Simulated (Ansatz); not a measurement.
# Direct or indirect: LiF (Fm-3m)

```
F Li
1.0
     0.00000    2.01400    2.01400
     2.01400    0.00000    2.01400
     2.01400    2.01400    0.00000
F Li
1 1
Direct
  0.50000 0.50000 0.50000
  0.00000 0.00000 0.00000
```

Method: Ansatz, PBE, independent particles, without spin-orbit coupling, line width 0.15 eV (Gaussian). The band structure gives a fundamental gap of 9.09 eV. The spectrum of vertical transitions near the edge:

```tsv
E (eV)	Im ε, E ∥ xyz
8.64	0.00
8.76	0.00
8.88	0.00
9.00	0.04
9.12	0.14
9.24	0.29
9.36	0.41
9.48	0.50
9.60	0.58
9.72	0.65
9.84	0.72
9.96	0.79
10.08	0.86
10.20	0.93
10.32	1.02
```

Task: Is the gap direct or indirect, and about where do vertical transitions set in?

Result: Direct: the band path has its least direct gap at the fundamental one, 9.09 eV, and the curves rise from there. Lines are broadened by 0.15 eV, which spreads the edge.

[Logs are printed without paths, hosts, clocks, repeated set-up lines and the standing remarks that a program may print on its own settings, such as how far it seeks lower states.]
